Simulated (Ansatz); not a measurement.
## YAl2Pd, from a guessed structure to a relaxed one

This structure for YAl2Pd is made up. Its elements were placed in a known structure type with a cell scaled to their sizes. What cell does the guess relax to, and how far off was it?

Program: Ansatz 0.2.0. Level of theory: DFT, PBE, plane-wave PAW, files of the set soft_1, scalar-relativistic, no spin, cell and ions relaxed at zero pressure; PAW set soft_1, in the first sound run; inputs show where later runs differ. Results are calculated unless marked as measured.

### 1. The starting structure

It takes space group Cmmm (No. 65, orthorhombic). The conventional cell has a = 4.212 Å, b = 17.596 Å, c = 4.161 Å, α = 90.00°, β = 90.00°, γ = 90.00°. Nearest to Pd lie 5 Al at 2.44 to 2.47 Å and 1 Pd at 2.58 Å and 4 Y at 3.20 Å. Nearest to Y lie 10 Al at 3.20 to 3.29 Å and 4 Pd at 3.20 Å. Nearest to Al lie 4 Pd at 2.47 Å and 4 Al at 2.96 Å and 4 Y at 3.26 Å. Nearest to Al lie 4 Pd at 2.45 Å and 4 Al at 2.96 Å and 4 Y at 3.28 Å. Al has 1 Pd at 2.44 Å and 2 Al at 2.49 Å and 6 Y at 3.20 to 3.29 Å nearest. Farther neighbours are not listed.

### 2. Relaxation of the guess

The guess takes its coordinates from another compound and its volume from a rule, so the cell and any free coordinates are relaxed together.

File input.yaml:

```yaml
crystal:
  lattice:
    - [2.106, -8.798, 0.0]
    - [2.106, 8.798, 0.0]
    - [0.0, 0.0, 4.161]
  atoms:
    - { symbol: Pd, position: [0.0734, 0.9266, 0.0] }
    - { symbol: Pd, position: [0.9266, 0.0734, 0.0] }
    - { symbol: "Y", position: [0.357, 0.643, 0.5] }
    - { symbol: "Y", position: [0.643, 0.357, 0.5] }
    - { symbol: Al, position: [0.5, 0.5, 0.0] }
    - { symbol: Al, position: [0.0, 0.0, 0.5] }
    - { symbol: Al, position: [0.2123, 0.7877, 0.0] }
    - { symbol: Al, position: [0.7877, 0.2123, 0.0] }
kpoints:
  mp_grid: { grid: [7, 7, 7] }
scf:
  occupations: { method: fermi_dirac, width: 0.05 }
hamiltonian:
  xc: pbe
  pseudopotentials: { kind: paw, azcp: { folder: soft_1 } }
relax:
  f_tol: 0.015
  max_steps: 70
  cell: {}
output:
  forces: true
  stress: true
```

Command:

```sh
> ansatz run input.yaml --threads 4 --pin off --max-ram 10240MiB --backend cpu --events-out ev --progress --plain --runs-dir out
```

Numbers of over 12 decimals in the logs are rounded to 6 here.

Output:

```text
basis.fft_grid_basis auto: the FFT boxes are laid along the combinations [[1, 1, 0], [0, 1, 0], [0, 0, 1]] of the cell's own vectors, 4.212, 9.047 and 4.161 Å long. The dense box has 30×64×30 points. Along the cell's own vectors, as sized, it would have 64×64×30, 2.13 times as many. Of the 8 symmetry operations that the crystal satisfies within crystal.symmetry.tolerance (time reversal apart; of a slab, those that ke [...]
Engine: ansatz 0.2.0, x86_64-unknown-linux-gnu
Pseudopotentials: kind: paw
Pseudopotential: Pd, paw, valence charge 18, recommended cutoff 420 eV (normal), soft_1/Pd.paw.azcp
Pseudopotential: Y, paw, valence charge 11, recommended cutoff 420 eV (normal), soft_1/Y.paw.azcp
Pseudopotential: Al, paw, valence charge 3, recommended cutoff 420 eV (normal), soft_1/Al.paw.azcp
Functional definition: PBE
  parameter kappa = 0.804
  parameter beta = 0.066725
  exchange = pbe_x(kappa = kappa, mu = beta*pi^2/3)
  correlation = pbe_c(beta = beta)
Crystal: 8 atoms, lattice volume = 154.195 Å³
Basis set: ecut = 420 eV, 2987 PW (Γ), FFT grids on a1+a2, a2, a3, exchange–correlation on 60×128×60 points (8 copies of the dense FFT grid, shifted against one another)
Bands: 43, of which v1, the nominal top of the filled ones, is band 35 counted from 1 (34 counted from 0)
Symmetry: 8 space group operations
Space group: Cmmm (ITA 65), of the structure as read, at distance tolerance 5.4e-5 Å
k-points: 64 of 343
Non-local potential: Pd, projectors of the file, l = 0: 2, l = 1: 2, l = 2: 2, l = 3: 1
Non-local potential: Y, projectors of the file, l = 0: 3, l = 1: 2, l = 2: 2, l = 3: 1
Non-local potential: Al, projectors of the file, l = 0: 2, l = 1: 2, l = 2: 1
PAW form: soft (Blöchl's): semilocal exchange-correlation on the pseudo side does not see the compensation charge
PAW one-centre angular grid: Pd, 590 points (default); XC on 64 Gauss nodes
PAW one-centre angular grid: Y, 590 points (default); XC on 64 Gauss nodes
PAW one-centre angular grid: Al, 110 points (default); XC on 64 Gauss nodes
Initial density: superposition of atomic densities (chi_scale 0.1, normalization cell, long waves kept (reshape's long-wave potential 0.36 eV rms))
Initial wavefunctions: pseudopotential atomic-orbital guess
Functional: x = pbe(κ = 0.804, μ = 0.219515), c = pbe(β = 0.066725)
SCF iter   1: F=—  HF=-23843.270067 eV  |F-HF|=—  |Δ(HF+E_count)|=         —  Δρ=3.94e-1  dr2=6.82e2  ethr=3.10e-3  ⟨swp⟩=7.4  Hψ=11634  notcnv=0
preconditioner: auto → Kerker (q_TF=auto, 2.392 Å⁻¹)  [metal: Δε(μ)=0.006 eV  Ē_g=4.445 eV  σ=0.050 eV  W_gap=0.03  n_scr=44 (ndim 8)  ℏωp=18.4 eV  f_vac=0.000  D(μ)=9.03/eV (n_scr^D=78)]
SCF iter   2: F=—  HF=-23804.527448 eV  |F-HF|=—  |Δ(HF+E_count)|=    3.87e1  Δρ=8.79e-2  dr2=6.26e1  ethr=3.10e-3  ⟨swp⟩=4.3  Hψ=7930  notcnv=0
SCF iter   3: F=—  HF=-23800.562173 eV  |F-HF|=—  |Δ(HF+E_count)|=    3.97e0  Δρ=3.82e-2  dr2=1.73e1  ethr=3.10e-3  ⟨swp⟩=3.2  Hψ=5147  notcnv=0  defer=33
SCF iter   4: F=—  HF=-23798.605086 eV  |F-HF|=—  |Δ(HF+E_count)|=    1.96e0  Δρ=1.02e-2  dr2=1.55e-1  ethr=3.10e-3  ⟨swp⟩=6.1  Hψ=7680  notcnv=0  defer=64
SCF iter   5: F=—  HF=-23798.587421 eV  |F-HF|=—  |Δ(HF+E_count)|=   1.77e-2  Δρ=3.44e-3  dr2=7.15e-2  ethr=2.21e-4  ⟨swp⟩=2.7  Hψ=5980  notcnv=0  defer=87
SCF iter   6: F=—  HF=-23798.574546 eV  |F-HF|=—  |Δ(HF+E_count)|=   1.29e-2  Δρ=7.45e-4  dr2=3.13e-3  ethr=1.02e-4  ⟨swp⟩=3.4  Hψ=3988  notcnv=0  defer=87
SCF iter   7: F=—  HF=-23798.574070 eV  |F-HF|=—  |Δ(HF+E_count)|=   4.76e-4  Δρ=1.46e-4  dr2=1.02e-4  ethr=4.47e-6  ⟨swp⟩=2.0  Hψ=3253  notcnv=0  defer=87
SCF iter   8: F=—  HF=-23798.574060 eV  |F-HF|=—  |Δ(HF+E_count)|=   1.02e-5  Δρ=4.00e-5  dr2=3.63e-6  ethr=1.46e-7  ⟨swp⟩=2.1  Hψ=3844  notcnv=0  defer=87
SCF iter   9: F=—  HF=-23798.574057 eV  |F-HF|=—  |Δ(HF+E_count)|=   2.74e-6  Δρ=1.36e-5  dr2=4.64e-7  ethr=5.19e-9  ⟨swp⟩=2.2  Hψ=4363  notcnv=0  defer=87
SCF iter  10: F=-23798.574057 eV  HF=-23798.574057 eV  |F-HF|=5.37e-9  |Δ(HF+E_count)|=   5.41e-8  Δρ=2.40e-6  dr2=1.41e-8  ethr=1.43e-10  ⟨swp⟩=4.2  Hψ=8788  notcnv=0
SCF 1 converged in 10 iterations: F = -23798.574057 eV  dr2 = 1.41e-8
  greatest PAW one-centre occupation: 0.999 electrons in one spin orbital (limit 2), on the Pd atom at site 1 (counted from 0), in its partial waves of l = 0
relax step   1: F+E_penalty+E_count = -23798.57405740 eV  Δ(F+E_penalty+E_count) = +0.000e0 eV  max|allowed force component| = 2.153e0 eV/Å  Δτ_max = 0.0000 Å  P = +6.876 GPa  Ω = 154.195 Å³  (10 SCF iters, dr2 threshold 1.00e-7 eV, accepted)
Crystal: 8 atoms, lattice volume = 162.112 Å³
Basis set: ecut = 420 eV, 3129 PW (Γ), FFT grids on a1+a2, a2, a3, exchange–correlation on 60×128×60 points (8 copies of the dense FFT grid, shifted against one another)
Initial density: handed on by an earlier stage of this run
Initial wavefunctions: those handed on with the density
iter 1 solved again at ethr=9.95e-4 eV; its pass at ethr=3.10e-3 eV (dr2=6.96e-1 eV) is discarded
SCF iter   1: F=—  HF=-23799.134603 eV  |F-HF|=—  |Δ(HF+E_count)|=         —  Δρ=1.53e-2  dr2=7.08e-1  ethr=9.95e-4  ⟨swp⟩=1.2  Hψ=14850  notcnv=0
preconditioner: auto → Kerker (q_TF=auto, 2.372 Å⁻¹)  [metal: Δε(μ)=0.004 eV  Ē_g=5.677 eV  σ=0.050 eV  W_gap=0.02  n_scr=44 (ndim 8)  ℏωp=18.0 eV  f_vac=0.000  D(μ)=6.76/eV (n_scr^D=58)]
SCF iter   2: F=—  HF=-23799.021415 eV  |F-HF|=—  |Δ(HF+E_count)|=   1.13e-1  Δρ=7.58e-3  dr2=8.69e-2  ethr=9.95e-4  ⟨swp⟩=2.1  Hψ=4235  notcnv=0
SCF iter   3: F=—  HF=-23799.002993 eV  |F-HF|=—  |Δ(HF+E_count)|=   1.84e-2  Δρ=3.43e-3  dr2=2.85e-2  ethr=1.24e-4  ⟨swp⟩=2.0  Hψ=4713  notcnv=0  defer=34
SCF iter   4: F=—  HF=-23798.996169 eV  |F-HF|=—  |Δ(HF+E_count)|=   6.82e-3  Δρ=6.79e-4  dr2=8.56e-4  ethr=4.07e-5  ⟨swp⟩=2.0  Hψ=3954  notcnv=0  defer=34
SCF iter   5: F=—  HF=-23798.996022 eV  |F-HF|=—  |Δ(HF+E_count)|=   1.47e-4  Δρ=1.65e-4  dr2=7.62e-5  ethr=1.22e-6  ⟨swp⟩=2.0  Hψ=4005  notcnv=0  defer=34
SCF iter   6: F=—  HF=-23798.996004 eV  |F-HF|=—  |Δ(HF+E_count)|=   1.83e-5  Δρ=8.13e-5  dr2=1.73e-5  ethr=1.09e-7  ⟨swp⟩=2.0  Hψ=4066  notcnv=0  defer=36
SCF iter   7: F=—  HF=-23798.996002 eV  |F-HF|=—  |Δ(HF+E_count)|=   2.31e-6  Δρ=2.08e-5  dr2=1.25e-6  ethr=2.47e-8  ⟨swp⟩=2.4  Hψ=3645  notcnv=0  defer=37
SCF iter   8: F=-23798.996001 eV  HF=-23798.996001 eV  |F-HF|=6.54e-9  |Δ(HF+E_count)|=   1.69e-7  Δρ=2.20e-6  dr2=1.17e-8  ethr=1.14e-9  ⟨swp⟩=4.0  Hψ=8241  notcnv=0
SCF 2 converged in 8 iterations: F = -23798.996001 eV  dr2 = 1.17e-8
[...]
SCF iter   2: F=—  HF=-23799.041469 eV  |F-HF|=—  |Δ(HF+E_count)|=   1.47e-2  Δρ=2.27e-3  dr2=7.74e-2  ethr=2.83e-4  ⟨swp⟩=1.0  Hψ=2752  notcnv=0
SCF iter   3: F=—  HF=-23799.032478 eV  |F-HF|=—  |Δ(HF+E_count)|=   8.99e-3  Δρ=3.44e-4  dr2=1.30e-3  ethr=1.11e-4  ⟨swp⟩=2.0  Hψ=3286  notcnv=0
SCF iter   4: F=—  HF=-23799.032296 eV  |F-HF|=—  |Δ(HF+E_count)|=   1.81e-4  Δρ=1.93e-4  dr2=7.12e-5  ethr=1.86e-6  ⟨swp⟩=2.2  Hψ=3618  notcnv=0
SCF iter   5: F=—  HF=-23799.032261 eV  |F-HF|=—  |Δ(HF+E_count)|=   3.55e-5  Δρ=2.11e-4  dr2=9.24e-5  ethr=1.02e-7  ⟨swp⟩=2.0  Hψ=4999  notcnv=0
SCF iter   6: F=—  HF=-23799.032247 eV  |F-HF|=—  |Δ(HF+E_count)|=   1.41e-5  Δρ=1.95e-5  dr2=8.24e-7  ethr=1.14e-9  ⟨swp⟩=3.7  Hψ=11535  notcnv=0
SCF iter   7: F=-23799.032247 eV  HF=-23799.032247 eV  |F-HF|=2.98e-8  |Δ(HF+E_count)|=   8.12e-8  Δρ=5.34e-6  dr2=7.51e-8  ethr=1.14e-9  ⟨swp⟩=3.6  Hψ=7629  notcnv=0
SCF 3 converged in 7 iterations: F = -23799.032247 eV  dr2 = 7.51e-8
relax step   3: F+E_penalty+E_count = -23799.03224657 eV  Δ(F+E_penalty+E_count) = -3.625e-2 eV  max|allowed force component| = 7.049e-2 eV/Å  Δτ_max = 0.0356 Å  P = +0.090 GPa  Ω = 161.293 Å³  energy of the carried Pulay correction = -1.328e-3 eV  (7 SCF iters, dr2 threshold 8.00e-7 eV, accepted)
[...]
relax step   4: F+E_penalty+E_count = -23799.04170887 eV  Δ(F+E_penalty+E_count) = -9.462e-3 eV  max|allowed force component| = 1.063e-1 eV/Å  Δτ_max = 0.0490 Å  P = -0.034 GPa  Ω = 160.791 Å³  energy of the carried Pulay correction = -1.236e-3 eV  (7 SCF iters, dr2 threshold 8.00e-7 eV, accepted)
[...]
relax step   5: F+E_penalty+E_count = -23799.05190061 eV  Δ(F+E_penalty+E_count) = -1.019e-2 eV  max|allowed force component| = 3.520e-2 eV/Å  Δτ_max = 0.0296 Å  P = -0.060 GPa  Ω = 161.034 Å³  energy of the carried Pulay correction = -1.280e-3 eV  (7 SCF iters, dr2 threshold 8.00e-7 eV, accepted)
[...]
relax step   6: F+E_penalty+E_count = -23799.05164337 eV  Δ(F+E_penalty+E_count) = +2.572e-4 eV  max|allowed force component| = 3.663e-2 eV/Å  Δτ_max = 0.0053 Å  P = +0.134 GPa  Ω = 160.748 Å³  energy of the carried Pulay correction = -1.228e-3 eV  (6 SCF iters, dr2 threshold 7.74e-8 eV, rejected (line search))
[...]
relax step   7: F+E_penalty+E_count = -23799.05207628 eV  Δ(F+E_penalty+E_count) = -1.757e-4 eV  max|allowed force component| = 1.934e-3 eV/Å  Δτ_max = 0.0027 Å  P = -0.008 GPa  Ω = 160.978 Å³  energy of the carried Pulay correction = -1.270e-3 eV  (8 SCF iters, accepted)
Basis set: ecut = 420 eV, 3153 PW (Γ), FFT grids on a1+a2, a2, a3, exchange–correlation on 60×128×54 points (8 copies of the dense FFT grid, shifted against one another)
Initial wavefunctions: pseudopotential atomic-orbital guess (no wavefunctions were taken with the density)
iter 1 solved again at ethr=8.26e-7 eV; its pass at ethr=3.10e-3 eV (dr2=5.78e-4 eV) is discarded
SCF iter   1: F=—  HF=-23799.053748 eV  |F-HF|=—  |Δ(HF+E_count)|=         —  Δρ=1.41e-4  dr2=1.31e-6  ethr=8.26e-7  ⟨swp⟩=3.0  Hψ=17602  notcnv=0
eigensolver tolerance schedule: the retry pair's looser diagonalisation over-reported the residual by 439.11 of it (diagonalisation noise at 0.13 of the residual, at the tolerance the schedule requests for it); recorded, not acted on — ethr = c·dr2/N_el stays at c = 1.0e-1
preconditioner: auto → Kerker (q_TF=auto, 2.375 Å⁻¹)  [metal: Δε(μ)=0.002 eV  Ē_g=5.510 eV  σ=0.050 eV  W_gap=0.01  n_scr=44 (ndim 8)  ℏωp=18.0 eV  f_vac=0.000  D(μ)=5.90/eV (n_scr^D=48)]
SCF iter   2: F=—  HF=-23799.053672 eV  |F-HF|=—  |Δ(HF+E_count)|=   7.59e-5  Δρ=7.17e-5  dr2=3.46e-7  ethr=1.88e-9  ⟨swp⟩=2.0  Hψ=4930  notcnv=0
SCF iter   3: F=—  HF=-23799.053695 eV  |F-HF|=—  |Δ(HF+E_count)|=   2.31e-5  Δρ=4.80e-6  dr2=2.93e-8  ethr=4.95e-10  ⟨swp⟩=2.0  Hψ=3954  notcnv=0
SCF iter   4: F=—  HF=-23799.053695 eV  |F-HF|=—  |Δ(HF+E_count)|=   2.61e-8  Δρ=1.27e-6  dr2=1.77e-9  ethr=4.19e-11  ⟨swp⟩=2.0  Hψ=3724  notcnv=0
SCF iter   5: F=—  HF=-23799.053695 eV  |F-HF|=—  |Δ(HF+E_count)|=  5.93e-10  Δρ=4.61e-7  dr2=2.55e-10  ethr=2.53e-12  ⟨swp⟩=2.0  Hψ=4596  notcnv=0
SCF iter   6: F=-23799.053695 eV  HF=-23799.053695 eV  |F-HF|=0.00e0  |Δ(HF+E_count)|=  7.64e-11  Δρ=1.16e-7  dr2=2.05e-11  ethr=1.00e-12  ⟨swp⟩=4.0  Hψ=8619  notcnv=0
SCF 8 converged in 6 iterations: F = -23799.053695 eV  dr2 = 2.05e-11
relax step   8: F+E_penalty+E_count = -23799.05369471 eV  Δ(F+E_penalty+E_count) = -1.618e-3 eV  max|allowed force component| = 1.826e-3 eV/Å  Δτ_max = 0.0000 Å  P = -0.002 GPa  Ω = 160.978 Å³  stress off target by 1.15e-2 GPa  SCF on the basis re-selected at this cell (its energy is not comparable with the rows above)  (6 SCF iters)
basis re-selected at this cell: Δ(F+E_penalty+E_count) = -1.618e-3 eV, ΔP = +0.006 GPa vs the last step (what re-selecting the basis moved, of the pressure what is left beyond the Pulay correction that the steps carried, after the strain that the cell walked since its last selection, with what the two solves' SCF thresholds leave and, on support functions, any second-order correction that the steps lacked; it is no measure of the basis error at this ecutwfc). The dense FFT grid was sized anew with the basis: this SCF ran on 30×64×27 points, the steps before it on 30×64×30, so part of this shift can come from that change (see relax.cell in the input reference). [rest of the remark cut]
SCF converged after 6 iterations
Free energy (F): -23799.053695 eV
Harris-Foulkes:  -23799.053695 eV  (|F-HF|=0.00e0)
Internal energy: -23799.006922 eV  (E = F + TS)
E sigma→0 (E₀):  -23799.030308 eV
Entropy (-TS):   -0.046773 eV (-5.847 meV/atom)
Fermi energy:    10.536890 eV
--- Per-component energies (eV) ---
  E_band       = -787.764912
  E_kinetic    = 1618.581446
  E_local      = -8350.998268  (includes V_loc(G=0)·N_el)
  E_nonlocal   = 829.250734
  E_hartree    = 3468.979424
  E_xc         = -787.584588
  E_vxc        = -881.303635  (∫ρ·V_xc dr)
  E_paw        = -15129.109591  (= ΣΔE_a)
  E_vpaw       = -941.254354  (= ΣTr[D̂ρ^β])
  E_aug_tail   = 0.000502  (compensation charges beyond the density's cutoff)
  E_ewald      = -5448.126580
  E_smearing   = -0.046773  (= −TS)
  E_closure    = -0.000000  (closes the sum)
  Σ components = -23799.053695   (vs F -23799.053695, Δ=0.00e0)
--- Forces (eV/Å), atoms counted from 1 ---
  atom   1  Pd     0.00000000     0.00182580     0.00000000
  atom   2  Pd    -0.00000000    -0.00182580    -0.00000000
  atom   3  Y     -0.00000000     0.00048665    -0.00000000
  atom   4  Y      0.00000000    -0.00048665     0.00000000
  atom   5  Al    -0.00000000     0.00000000     0.00000000
  atom   6  Al    -0.00000000    -0.00000000     0.00000000
  atom   7  Al    -0.00000000     0.00069800    -0.00000000
  atom   8  Al     0.00000000    -0.00069800     0.00000000
  max |Σ_I F_I| component: 3.25e-19 eV/Å
--- Stress (GPa, compression-positive) ---
        0.007967       0.000000      -0.000000
        0.000000      -0.001206       0.000000
       -0.000000       0.000000      -0.011489
  P = ⅓ Tr σ = -0.0016 GPa (-0.016 kbar)
--- Relaxed structure (7 steps of the walk, 6 accepted, 1 SCFs on fresh bases) ---
  F+E_penalty+E_count = -23799.05369471 eV   max|allowed force component| = 1.826e-3 eV/Å   (the final SCF, on the basis selected at the relaxed cell)
  cell:  # Å, volume = 160.9782 Å³
    - [2.165258, -9.245612, 0.0]
    - [2.165258, 9.245612, 0.0]
    - [0.0, 0.0, 4.020608]
  atoms:
    - { symbol: Pd, position: [0.079303, 0.920697, 0.0] }
    - { symbol: Pd, position: [0.920697, 0.079303, 0.0] }
    - { symbol: Y, position: [0.355775, 0.644225, 0.500000] }
    - { symbol: Y, position: [0.644225, 0.355775, 0.500000] }
    - { symbol: Al, position: [0.5, 0.5, 0.0] }
    - { symbol: Al, position: [1.540409997279927e-19, -1.540409997279929e-19, 0.500000] }
    - { symbol: Al, position: [0.212663, 0.787337, 0.0] }
    - { symbol: Al, position: [0.787337, 0.212663, 0.0] }
```

Elapsed: 25 s, on 4 threads of INTEL XEON PLATINUM 8581C at 2.30GHz (Emerald Rapids), shared host; peak memory 0.79 GiB.

Step by step:

| step | energy less that of the first step (eV) | largest force component (eV/Å) | pressure (GPa) | volume (Å³) |
| --- | --- | --- | --- | --- |
| 1 | 0.0000 | 2.1528 | 6.88 | 154.19 |
| 2 | -0.4219 | 0.2758 | -0.12 | 162.11 |
| 3 | -0.4582 | 0.0705 | 0.09 | 161.29 |
| 4 | -0.4677 | 0.1063 | -0.03 | 160.79 |
| 5 | -0.4778 | 0.0352 | -0.06 | 161.03 |
| 6 | -0.4776 | 0.0366 | 0.13 | 160.75 |
| 7 | -0.4780 | 0.0019 | -0.01 | 160.98 |
| 8* | -0.4796 | 0.0018 | 0.00 | 160.98 |

Relaxation steps marked * repeat the geometry before them on a plane-wave basis chosen anew for their cell, so energy and pressure can jump there. Relaxation step 6 was tried and not accepted.

The run keeps the 8 symmetry operations that it works with, so distortions that break them were not tested.

| conventional cell, symmetrised | before | after | change |
| --- | --- | --- | --- |
| a (Å) | 4.212 | 4.331 | +2.8 % |
| b (Å) | 17.596 | 18.491 | +5.1 % |
| c (Å) | 4.161 | 4.021 | -3.4 % |
| volume (Å³/atom) | 19.27 | 20.12 | +4.4 % |

The atoms that moved most (Å, as changes of fractional coordinates times the final cell):

| atom | dx | dy | dz | length |
| --- | --- | --- | --- | --- |
| Pd1 | 0.000 | -0.109 | 0.000 | 0.109 |
| Pd2 | 0.000 | 0.109 | 0.000 | 0.109 |
| Y3 | 0.000 | 0.023 | 0.000 | 0.023 |
| Y4 | 0.000 | -0.023 | 0.000 | 0.023 |
| Al8 | 0.000 | 0.007 | 0.000 | 0.007 |
| Al7 | 0.000 | -0.007 | 0.000 | 0.007 |

Numbers from this step:

```yaml
free_energy: -23799.0537 eV
energy_at_zero_smearing: -23799.0303 eV
smearing_term_ts: 0.04677 eV
fermi_energy: 10.54 eV
electrons: 70
symmetry_operations: 8
pressure: -0.001576 GPa
```

The shortest distance of each pair, which need not be the same contact before and after:

| pair | guess (Å) | relaxed (Å) |
| --- | --- | --- |
| Al–Pd | 2.444 | 2.466 |
| Al–Al | 2.489 | 2.568 |
| Pd–Pd | 2.583 | 2.933 |
| Pd–Y | 3.204 | 3.189 |
| Al–Y | 3.202 | 3.214 |

The relaxation ends with a largest force component of 0.0018 eV/Å and a pressure of 0.00 GPa.

(Part 1 of 2 ends here.)

[Logs are printed without paths, hosts, clocks, repeated set-up lines and the standing remarks that a program may print on its own settings, such as how far it seeks lower states.]

[Hosts, paths, dates, database ids (printed as entryN), source tags and the programs' standing remarks are cut or masked in the printed files.]
